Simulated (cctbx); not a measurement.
# Symmetry from intensities

Cell: a = 9.1730 Å, b = 9.1730 Å, c = 9.1730 Å, α = 90.00°, β = 90.00°, γ = 90.00°. Expected content of the cell: Tm12 Cu24 Sc8.

Simulated single-crystal data (cctbx): synchrotron X-rays, λ = 0.6889 Å, to d = 0.84 Å, 80 % of the full sphere, strongest reflection 70000 counts, noise from counting, a 4 % proportional error and a noise floor of 8 counts (s.d.); no absorption.

Tests on the unmerged data give:

```text
4361 reflections to d = 0.844 A
centring   violations  <I/sigma> of those
    A       1033 of  2178      9.0
    B       1041 of  2181      9.0
    C       1030 of  2183      8.9
    I          0 of  2179      0.0
    R       1392 of  2910      9.1
    F       1552 of  3271      9.0
Laue class    unique    Rint  (classes that these axes allow; Friedel mates merged)
I 1 2/m 1         728   0.029
I 1 1 2/m         725   0.030
I 2/m 1 1         727   0.029
I m m m           413   0.032
I 4/m             368   0.033
I 4/m m m         227   0.033
I m -3            140   0.035
I m -3 m           90   0.035
space group    extra absences  I>4sigma  <I/sigma>
I 4 3 2                 0          0         -  acentric
I -4 3 m                0          0         -  acentric
I m -3 m                0          0         -  centric
Wilson B = 0.05 A^2   <|E^2-1|> = 0.771 (0.968 centric, 0.736 acentric)   E^2>4: 1.1 %
shell (A)         n   <I/sigma>
 6.49 - 1.61     17     72.6
 1.61 - 1.28     14     78.8
 1.28 - 1.12     12     93.2
 1.12 - 1.02     11     71.7
 1.02 - 0.94     12     93.9
 0.94 - 0.89     12     78.9
 0.89 - 0.84     12     95.6
```

**Question.** What are the lattice type, the Laue class and the likely space group?

The reflections that I centring forbids are absent (⟨I/σ⟩ near 0), so the lattice is I.

Rint stays low (0.029 to 0.035) up to I m -3 m, the highest class in these axes.

3 settings pass the absence test. No glide or screw absences show, which leaves I 4 3 2, I -4 3 m and I m -3 m.

⟨|E²−1|⟩ = 0.771 leans to a non-centrosymmetric structure. Here that hint misleads: the statistic assumes many like atoms on general positions, and few, heavy or special-position atoms break it. The Wilson B of 0.05 Å² means U ≈ 0.0006 Å², too small to be real: the Wilson fit fails with so few reflections and atoms.

The true group is Im-3m (no. 229), Laue class m-3m, centrosymmetric. The tables only narrow the choice to the tied entries; cell content, site symmetry and trial solutions must settle it.

The model is made up (kin elements in a known structure type, no relaxation), so it says nothing on whether the phase exists.

[Logs are printed without paths, hosts, clocks, repeated set-up lines and the standing remarks that a program may print on its own settings, such as how far it seeks lower states.]
